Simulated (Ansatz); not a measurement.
# Phonons of MgNi3C (Pm-3m) against volume

Does MgNi3C (Pm-3m) expand much on heating, by its phonons?

Program: Ansatz 0.2.0. Level of theory: DFT PBEsol, scalar-relativistic, plane waves, PAW; PAW set soft_1. Results are calculated unless marked as measured.

**1. The structure**

The structure is cubic, space group Pm-3m (No. 221). Conventional cell: a = 3.772 Å, b = 3.772 Å, c = 3.772 Å, α = 90.00°, β = 90.00°, γ = 90.00°. Mg has 12 Ni at 2.67 Å nearest. Nearest to Ni lie 2 C at 1.89 Å and 8 Ni at 2.67 Å and 4 Mg at 2.67 Å. Nearest to C lie 6 Ni at 1.89 Å. Farther neighbours are not listed.

Coordinates:

```cif
data_structure
_symmetry_space_group_name_H-M 'P 1'
_symmetry_Int_Tables_number 1
_cell_length_a 3.7719
_cell_length_b 3.7719
_cell_length_c 3.7719
_cell_angle_alpha 90.000
_cell_angle_beta 90.000
_cell_angle_gamma 90.000
_cell_volume 53.67
loop_
_atom_site_label
_atom_site_type_symbol
_atom_site_fract_x
_atom_site_fract_y
_atom_site_fract_z
_atom_site_occupancy
Mg1 Mg 0.00000 0.00000 0.00000 1
Ni2 Ni 0.00000 0.50000 0.50000 1
Ni3 Ni 0.50000 0.00000 0.50000 1
Ni4 Ni 0.50000 0.50000 0.00000 1
C5 C 0.50000 0.50000 0.50000 1
```

**2. Phonons on a q mesh**

The cell comes from relaxations at this level that are not shown. Stability and thermal properties need the whole zone. Linear response on a 2×2×2 q mesh gives force constants as far as a supercell of that size would.

File input.yaml:

```yaml
crystal:
  lattice:
    - [3.7719346199, 0.0, 0.0]
    - [0.0, 3.7719346199, 0.0]
    - [0.0, 0.0, 3.7719346199]
  atoms:
    - { symbol: Mg, position: [0.0, 0.0, 0.0] }
    - { symbol: Ni, position: [0.0, 0.5, 0.5] }
    - { symbol: Ni, position: [0.5, 0.0, 0.5] }
    - { symbol: Ni, position: [0.5, 0.5, 0.0] }
    - { symbol: C, position: [0.5, 0.5, 0.5] }
kpoints:
  mp_grid: { grid: [12, 12, 12] }
hamiltonian:
  xc: pbesol
  pseudopotentials: { kind: paw, azcp: { folder: soft_1 }, xc_functional: pbe }
scf:
  occupations: { method: methfessel_paxton, width: 0.2 }
output:
  eigenvalues: true
phonons:
  method: dfpt
  qmesh: [2, 2, 2]
  temperatures: { t_max: 1000, t_step: 50 }
  qpath:
    path:
      - [[0.0, 0.0, 0.0], [0.0, 0.5, 0.0], [0.5, 0.5, 0.0], [0.0, 0.0, 0.0], [0.5, 0.5, 0.5], [0.0, 0.5, 0.0]]
      - [[0.5, 0.5, 0.5], [0.5, 0.5, 0.0]]
    npoints: 10
```

Started as:

```console
$ ansatz run input.yaml --threads 4 --pin off --max-ram 10240MiB --backend cpu --events-out ev --progress --plain --runs-dir out
```

Numbers of over 12 decimals in the logs are rounded to 6 here.

What it wrote:

```text
Engine: ansatz 0.2.0, aarch64-unknown-linux-gnu
Pseudopotentials: kind: paw
Pseudopotential: Mg, paw, valence charge 10, recommended cutoff 420 eV (normal), soft_1/Mg.paw.azcp
Pseudopotential: Ni, paw, valence charge 18, recommended cutoff 420 eV (normal), soft_1/Ni.paw.azcp
Pseudopotential: C, paw, valence charge 4, recommended cutoff 420 eV (normal), soft_1/C.paw.azcp
Functional definition: PBEsol
  exchange = pbesol_x
  correlation = pbesol_c
Crystal: 5 atoms, lattice volume = 53.665 Å³
Basis set: ecut = 420 eV, 1021 PW (Γ), exchange–correlation on 54×54×54 points (8 copies of the dense FFT grid, shifted against one another)
Bands: 41, of which v1, the nominal top of the filled ones, is band 34 counted from 1 (33 counted from 0)
Symmetry: 48 space group operations
k-points: 84 of 1728
Non-local potential: Mg, projectors of the file, l = 0: 3, l = 1: 2, l = 2: 1
Non-local potential: Ni, projectors of the file, l = 0: 3, l = 1: 2, l = 2: 3, l = 3: 1
Non-local potential: C, projectors of the file, l = 0: 2, l = 1: 2, l = 2: 1
PAW form: soft (Blöchl's): semilocal exchange-correlation on the pseudo side does not see the compensation charge
PAW frozen core: Mg, regenerated for the run's functional, and the local potential with it (the file was generated under x = pbe(κ = 0.804, μ = 0.219515), c = pbe(β = 0.066725))
PAW frozen core: Ni, regenerated for the run's functional, and the local potential with it (the file was generated under x = pbe(κ = 0.804, μ = 0.219515), c = pbe(β = 0.066725))
PAW frozen core: C, regenerated for the run's functional, and the local potential with it (the file was generated under x = pbe(κ = 0.804, μ = 0.219515), c = pbe(β = 0.066725))
PAW one-centre angular grid: Mg, 110 points (default); XC on 64 Gauss nodes
PAW one-centre angular grid: Ni, 590 points (default); XC on 64 Gauss nodes
PAW one-centre angular grid: C, 110 points (default); XC on 64 Gauss nodes
Initial density: superposition of atomic densities (chi_scale 0.1, normalization cell, long waves kept (reshape's long-wave potential 0.01 eV rms))
Initial wavefunctions: pseudopotential atomic-orbital guess
Functional: x = pbesol(κ = 0.804, μ = 0.123457), c = pbesol(β = 0.046)
SCF iter   1: F=—  HF=-19574.868665 eV  |F-HF|=—  |Δ(HF+E_count)|=         —  Δρ=5.41e-2  dr2=9.45e-1  ethr=3.10e-3  ⟨swp⟩=5.4  Hψ=11419  notcnv=0
preconditioner: auto → Kerker (q_TF=auto, 2.838 Å⁻¹)  [metal: Δε(μ)=0.007 eV  Ē_g=8.041 eV  σ=0.200 eV  W_gap=0.03  n_scr=18 (ndim 8)  ℏωp=30.4 eV  f_vac=0.000  D(μ)=5.56/eV (n_scr^D=80)]
SCF iter   2: F=—  HF=-19574.626212 eV  |F-HF|=—  |Δ(HF+E_count)|=   2.42e-1  S|Δr|=    0.00e0  Δρ=2.68e-2  dr2=3.56e-1  ethr=1.39e-3  ⟨swp⟩=2.0  Hψ=4499  notcnv=0  defer=138
SCF iter   3: F=—  HF=-19574.535579 eV  |F-HF|=—  |Δ(HF+E_count)|=   9.06e-2  S|Δr|=    0.00e0  Δρ=9.21e-3  dr2=8.23e-2  ethr=5.23e-4  ⟨swp⟩=2.3  Hψ=4900  notcnv=0  defer=138
SCF iter   4: F=—  HF=-19574.518372 eV  |F-HF|=—  |Δ(HF+E_count)|=   1.72e-2  S|Δr|=    0.00e0  Δρ=3.94e-3  dr2=9.99e-3  ethr=1.21e-4  ⟨swp⟩=2.0  Hψ=3917  notcnv=0  defer=140
SCF iter   5: F=—  HF=-19574.515426 eV  |F-HF|=—  |Δ(HF+E_count)|=   2.95e-3  S|Δr|=    0.00e0  Δρ=1.18e-3  dr2=1.31e-3  ethr=1.47e-5  ⟨swp⟩=2.0  Hψ=5031  notcnv=0  defer=135
SCF iter   6: F=—  HF=-19574.514740 eV  |F-HF|=—  |Δ(HF+E_count)|=   6.86e-4  S|Δr|=    0.00e0  Δρ=3.91e-4  dr2=6.66e-5  ethr=1.93e-6  ⟨swp⟩=2.1  Hψ=4890  notcnv=0  defer=135
SCF iter   7: F=—  HF=-19574.514752 eV  |F-HF|=—  |Δ(HF+E_count)|=   1.15e-5  S|Δr|=    0.00e0  Δρ=2.65e-4  dr2=3.40e-5  ethr=9.80e-8  ⟨swp⟩=2.0  Hψ=6193  notcnv=0  defer=135
SCF iter   8: F=—  HF=-19574.514730 eV  |F-HF|=—  |Δ(HF+E_count)|=   2.20e-5  S|Δr|=    0.00e0  Δρ=5.73e-5  dr2=1.40e-6  ethr=5.00e-8  ⟨swp⟩=2.0  Hψ=4924  notcnv=0  defer=135
SCF iter   9: F=—  HF=-19574.514732 eV  |F-HF|=—  |Δ(HF+E_count)|=   1.66e-6  S|Δr|=    0.00e0  Δρ=1.91e-5  dr2=1.51e-7  ethr=2.07e-9  ⟨swp⟩=2.2  Hψ=5765  notcnv=0  defer=135
SCF iter  10: F=—  HF=-19574.514732 eV  |F-HF|=—  |Δ(HF+E_count)|=   9.64e-9  S|Δr|=    0.00e0  Δρ=5.53e-6  dr2=9.96e-9  ethr=2.23e-10  ⟨swp⟩=2.8  Hψ=6089  notcnv=0  defer=135
SCF iter  11: F=—  HF=-19574.514732 eV  |F-HF|=—  |Δ(HF+E_count)|=  4.55e-10  S|Δr|=    0.00e0  Δρ=1.48e-6  dr2=7.96e-10  ethr=1.46e-11  ⟨swp⟩=1.2  Hψ=3390  notcnv=0  defer=135
SCF iter  12: F=—  HF=-19574.514732 eV  |F-HF|=—  |Δ(HF+E_count)|=  5.82e-11  S|Δr|=    0.00e0  Δρ=5.35e-7  dr2=8.67e-11  ethr=1.17e-12  ⟨swp⟩=2.1  Hψ=4404  notcnv=0  defer=135
SCF iter  13: F=-19574.514732 eV  HF=-19574.514732 eV  |F-HF|=3.64e-12  |Δ(HF+E_count)|=  1.09e-11  S|Δr|=    0.00e0  Δρ=1.19e-7  dr2=3.11e-12  ethr=1.00e-12  ⟨swp⟩=10.9  Hψ=20406  notcnv=0
SCF 1 converged in 13 iterations: F = -19574.514732 eV  dr2 = 3.11e-12
  greatest PAW one-centre occupation: 1.001 electrons in one spin orbital (limit 2), on the Ni atom at site 3 (counted from 0), in its partial waves of l = 1
Initial density: read from a saved state, or passed on in memory by an earlier SCF of this step, an earlier step, the calling program or the single point that the run made first
iter 1 solved again at ethr=1.08e-7 eV; its pass at ethr=3.10e-3 eV (dr2=7.37e-5 eV) is discarded
SCF iter   1: F=—  HF=-19574.514732 eV  |F-HF|=—  |Δ(HF+E_count)|=         —  Δρ=2.26e-6  dr2=1.62e-9  ethr=1.08e-7  ⟨swp⟩=3.1  Hψ=21608  notcnv=0
eigensolver tolerance schedule: the retry pair's looser diagonalisation over-reported the residual by 45410.06 of it (diagonalisation noise at an unbounded share of the residual, at the tolerance the schedule requests for it); recorded, not acted on — ethr = c·dr2/N_el stays at c = 1.0e-1
preconditioner: auto → Kerker (q_TF=auto, 2.838 Å⁻¹)  [metal: Δε(μ)=0.009 eV  Ē_g=7.881 eV  σ=0.200 eV  W_gap=0.04  n_scr=18 (ndim 8)  ℏωp=30.4 eV  f_vac=0.000  D(μ)=5.32/eV (n_scr^D=80)]
SCF iter   2: F=—  HF=-19574.514732 eV  |F-HF|=—  |Δ(HF+E_count)|=   7.37e-7  S|Δr|=    0.00e0  Δρ=1.91e-6  dr2=1.05e-9  ethr=2.39e-12  ⟨swp⟩=3.7  Hψ=9916  notcnv=0
SCF iter   3: F=—  HF=-19574.514732 eV  |F-HF|=—  |Δ(HF+E_count)|=  1.67e-10  S|Δr|=    0.00e0  Δρ=9.77e-7  dr2=2.84e-10  ethr=1.55e-12  ⟨swp⟩=1.0  Hψ=3446  notcnv=0
SCF iter   4: F=—  HF=-19574.514732 eV  |F-HF|=—  |Δ(HF+E_count)|=  4.37e-11  S|Δr|=    0.00e0  Δρ=5.14e-7  dr2=8.32e-11  ethr=1.00e-12  ⟨swp⟩=1.0  Hψ=3444  notcnv=0
SCF iter   5: F=—  HF=-19574.514732 eV  |F-HF|=—  |Δ(HF+E_count)|=  1.82e-11  S|Δr|=    0.00e0  Δρ=2.29e-7  dr2=1.77e-11  ethr=1.00e-12  ⟨swp⟩=1.0  Hψ=3444  notcnv=0
SCF iter   6: F=-19574.514732 eV  HF=-19574.514732 eV  |F-HF|=1.09e-11  |Δ(HF+E_count)|=  3.64e-12  S|Δr|=    0.00e0  Δρ=1.61e-7  dr2=8.65e-12  ethr=1.00e-12  ⟨swp⟩=2.2  Hψ=6752  notcnv=0
SCF 2 converged in 6 iterations: F = -19574.514732 eV  dr2 = 8.65e-12
  greatest PAW one-centre occupation: 1.001 electrons in one spin orbital (limit 2), on the Ni atom at site 2 (counted from 0), in its partial waves of l = 1
phonons: the bands overlap, so this run is a metal and interpolates without the dipole-dipole term. If the crystal is really an insulator or semiconductor, its LO-TO splitting is missing
NSCF: frozen V_eff on 84 k-points
NSCF: frozen V_eff on 343 k-points
DFPT response loops at q = (0, 0, 0) (fractional): preconditioner auto → Kerker (q_TF=auto, 2.838 Å⁻¹) (partly filled bands, converged f_vac=0.000); β = 1.00, the filter's whole step (`scf.mixing.beta` (0.50) is not read by the response loops under this deck's `scf.mixing.preconditioner`; to damp them name `kerker` or `kerker_dos`, under which they read `scf.mixing.beta`, and type it under 1.00, their step now; both keys bind the ground state too); Broyden in place of MSR1
NSCF: frozen V_eff on 686 k-points
DFPT response loops at q = (0, 0, -0.5) (fractional): mixed as the last ones told, above
NSCF: frozen V_eff on 686 k-points
DFPT response loops at q = (0, -0.5, -0.5) (fractional): mixed as the last ones told, above
NSCF: frozen V_eff on 686 k-points
DFPT response loops at q = (-0.5, -0.5, -0.5) (fractional): mixed as the last ones told, above
SCF converged after 13 iterations
Stability not checked: this state was not tested for a lower state beside it, because cold or Methfessel-Paxton smearing, or corrected tetrahedra, fill the levels in a way that the test cannot read (fill_not_monotonic; see scf.lower_state_search)
Free energy (F): -19574.514732 eV
Harris-Foulkes:  -19574.514732 eV  (|F-HF|=3.64e-12)
Internal energy: -19574.501429 eV  (E = F + TS)
E sigma→0 (E₀):  -19574.511406 eV
Entropy (-TS):   -0.013303 eV (-2.661 meV/atom)
Fermi energy:    14.772568 eV
--- Per-component energies (eV) ---
  E_band       = -1274.857427
  E_kinetic    = 1183.666659
  E_local      = -11063.120875  (includes V_loc(G=0)·N_el)
  E_nonlocal   = -127.355553
  E_hartree    = 5552.385930
  E_xc         = -412.061457
  E_vxc        = -531.424451  (∫ρ·V_xc dr)
  E_paw        = -5252.322028  (= ΣΔE_a)
  E_vpaw       = -1841.397371  (= ΣTr[D̂ρ^β])
  E_aug_tail   = 0.002407  (compensation charges beyond the density's cutoff)
  E_ewald      = -9456.368341
  E_core_change = 0.671831  (= ΣΔE_core)
  E_smearing   = -0.013303  (= −TS)
  E_closure    = -0.000000  (closes the sum)
  Σ components = -19574.514732   (vs F -19574.514732, Δ=0.00e0)
--- Band table (eV; the first three rows and the last of 84) ---
  k-point 0: bands = [... 30 lower, 13.3415, 14.0180, 14.0180, 14.0180, 14.2875, 18.2044, 19.8925, 19.8925, ... 3 higher]
  k-point 1: bands = [... 30 lower, 13.3466, 14.0181, 14.0657, 14.0657, 14.2627, 18.2570, 19.4032, 19.9181, ... 3 higher]
  k-point 2: bands = [... 30 lower, 13.3544, 14.0182, 14.1892, 14.2078, 14.2078, 18.3779, 19.0055, 19.9973, ... 3 higher]
  k-point 83: bands = [... 30 lower, 13.6541, 13.6541, 14.0724, 14.0724, 14.0724, 16.0095, 16.0095, 16.0095, ... 3 higher]
--- Phonons (Γ-DFPT): 4 representative perturbations + reference (Σ response iterations 14) ---
  ASR residual: 9.901e-5 → 0.000e0 eV/Å²; symmetrization residual: 1.614e-6 eV/Å²
  ASR residual per site (eV/Å²): 3.41e-5 9.90e-5 9.90e-5 9.90e-5 5.96e-6
  Γ frequencies (cm⁻¹): 0.00 0.00 0.00 139.26 139.26 139.26 179.07 179.07 179.07 289.52 289.52 289.52 598.84 598.84 598.84
--- Phonons (arbitrary-q DFPT): 4 irreducible q on the 2×2×2 mesh ---
  q = [0.0000, 0.0000, 0.0000] (star 1, of the zone-centre solve; hermiticity 1.84e-7, symmetrization 3.10e-12): -0.00 -0.00 0.00 139.26 139.26 139.26 179.07 179.07 179.07 289.52 289.52 289.52 598.84 598.84 598.84
  q = [0.0000, 0.0000, -0.5000] (star 3, 9 solved perturbations in 2646 linear systems a pass and spin channel, the states on 343 of 1728 k-point pairs; hermiticity 9.17e-8, symmetrization 2.29e-12): 25.99 25.99 107.75 114.59 114.59 121.71 174.70 174.70 272.09 276.92 276.92 286.36 594.15 594.15 676.80
  q = [0.0000, -0.5000, -0.5000] (star 3, 9 solved perturbations in 2646 linear systems a pass and spin channel, the states on 343 of 1728 k-point pairs; hermiticity 1.46e-7, symmetrization 3.93e-13): 20.06 83.21 83.21 83.93 83.93 131.81 147.48 240.52 270.20 281.93 281.93 326.52 584.70 692.36 692.36
  q = [-0.5000, -0.5000, -0.5000] (star 1, 4 solved perturbations in 931 linear systems a pass and spin channel, the states on 343 of 1728 k-point pairs; hermiticity 4.88e-8, symmetrization 9.70e-12): 72.51 72.51 72.51 107.07 107.07 107.07 244.47 244.47 288.44 288.44 288.44 366.92 702.21 702.21 702.21
  sum rule: each row above includes the acoustic sum rule's correction from the zone centre's row sums; it moved no ω² by more than (0.68 cm⁻¹)²
  mesh force constants: q→R imaginary residual 5.36e-18; ASR residual 9.901e-5 → 0.000e0 eV/Å²; symmetrization residual 2.487e-14 eV/Å²
  interpolated dispersion: 62 rows × 15 modes
  density of states and harmonic sums: on the 16×16×16 q-mesh, interpolated from the force constants of a 2×2×2 supercell (no non-analytic term)
  largest difference from the sums on the solved wave vectors: F 2.54e-2 eV, S 4.71e-5 and C_V 2.24e-5 eV/K
  zero-point energy: 0.248772 eV/cell   skipped modes (ω ≤ 0): 21, of them read as no rigid motion or as one in doubt: 18 (1.143e-1 modes/cell left out, lowest -35.18 cm⁻¹)   left out of the sums: 7.67e-3 of the cell's modes: C_V's classical limit lies that fraction below 3 k_B per atom; for a crystal, a wire or a layer, F and S can be off by more, and a phonons.interpolated_qmesh denser along its periods is the remedy for the sampling
```

It took 7.6 min on 4 threads of Arm Neoverse V2, shared host; peak memory 2.1 GiB.

The column dr2 measures how far the density is from self-consistency, as an energy; F and HF (Harris–Foulkes) agree once it is small.

This run has no spin polarisation, although Ni can carry a moment.

Numbers from this step:

```
volume per atom                                         : 10.73 Å³
gap on the k-mesh                                       : 0 eV
sum-rule residual before enforcement                    : 9.90e-5 eV/Å²
lowest frequency on the path                            : -34.38 cm⁻¹
point group                                             : m-3m
highest frequency on the path or at a solved wavevector : 702.2 cm⁻¹
highest optical mode at the zone centre (no LO-TO term) : 598.8 cm⁻¹
lowest optical zone-centre mode                         : 139.3 cm⁻¹
lowest mode on the q mesh (acoustic modes at Γ apart)   : 20.06 cm⁻¹
```

Frequencies (cm⁻¹) solved at each irreducible wavevector; negative means imaginary. Frequencies by wavevector, by row:

| q in reciprocal lattice units | star | mode 1 | mode 2 | mode 3 | mode 4 | mode 13 | mode 14 | mode 15 |
| --- | --- | --- | --- | --- | --- | --- | --- | --- |
| 0 0 0 | 1 | 0 | 0 | 0 | 139.3 | 598.8 | 598.8 | 598.8 |
| 0 0 -0.5 | 3 | 26 | 26 | 107.8 | 114.6 | 594.1 | 594.1 | 676.8 |
| 0 -0.5 -0.5 | 3 | 20.1 | 83.2 | 83.2 | 83.9 | 584.7 | 692.4 | 692.4 |
| -0.5 -0.5 -0.5 | 1 | 72.5 | 72.5 | 72.5 | 107.1 | 702.2 | 702.2 | 702.2 |

Symmetry leaves 4 wavevectors to solve. The lowest mode among them, the acoustic zeros apart, lies at q = (0, -0.5, -0.5) and is real, 20.1 cm⁻¹. Between them the interpolated path dips to 34i cm⁻¹.

**3. Relaxing at another volume, volume ratio 0.97**

The volume is scaled by 0.97 and held; symmetry leaves nothing to relax, so this is a single point. The modes can then be followed against volume.

input.yaml, the sections that differ from step 2:

```yaml
crystal:
  lattice:
    - [3.7338316651, 0.0, 0.0]
    - [0.0, 3.7338316651, 0.0]
    - [0.0, 0.0, 3.7338316651]
  atoms:
    - { symbol: Mg, position: [0.0, 0.0, 0.0] }
    - { symbol: Ni, position: [0.0, 0.5, 0.5] }
    - { symbol: Ni, position: [0.5, 0.0, 0.5] }
    - { symbol: Ni, position: [0.5, 0.5, 0.0] }
    - { symbol: C, position: [0.5, 0.5, 0.5] }
output:
  forces: true
  stress: true
  eigenvalues: true
# kpoints, hamiltonian, scf: as in step 2
# phonons: removed
```

What it wrote:

```text
[...]
Crystal: 5 atoms, lattice volume = 52.055 Å³
Basis set: ecut = 420 eV, 1021 PW (Γ), exchange–correlation on 50×50×50 points (8 copies of the dense FFT grid, shifted against one another)
Bands: 41, of which v1, the nominal top of the filled ones, is band 34 counted from 1 (33 counted from 0)
Symmetry: 48 space group operations
[...]
k-points: 84 of 1728
[...]
k-point 0: bands = [... 30 lower, 13.8604, 14.5784, 14.5784, 14.5784, 14.8511, 18.9861, 20.6164, 20.6164, ... 3 higher]
  k-point 1: bands = [... 30 lower, 13.8661, 14.5785, 14.6279, 14.6279, 14.8250, 19.0357, 20.0959, 20.6409, ... 3 higher]
  k-point 2: bands = [... 30 lower, 13.8750, 14.5786, 14.7477, 14.7754, 14.7754, 19.1532, 19.6936, 20.7168, ... 3 higher]
  k-point 83: bands = [... 30 lower, 14.1877, 14.1877, 14.6298, 14.6298, 14.6298, 16.6588, 16.6588, 16.6588, ... 3 higher]
[key lines of the parts left out:]
SCF converged after 10 iterations
Free energy (F): -19574.484048 eV
Fermi energy:    15.360873 eV
P = ⅓ Tr σ = 6.2824 GPa (62.824 kbar)
```

Run time: 2.6 s. Hardware: 4 threads; peak memory 0.44 GiB.

This step gave:

```yaml
pressure: 6.282 GPa
volume_per_atom: 10.41 Å³
```

The run ends at a pressure of 6.28 GPa.

[end of part 1 of 2]

[Logs are printed without paths, hosts, clocks, repeated set-up lines and the standing remarks that a program may print on its own settings, such as how far it seeks lower states.]

[Hosts, paths, dates, database ids (printed as entryN), source tags and the programs' standing remarks are cut or masked in the printed files.]
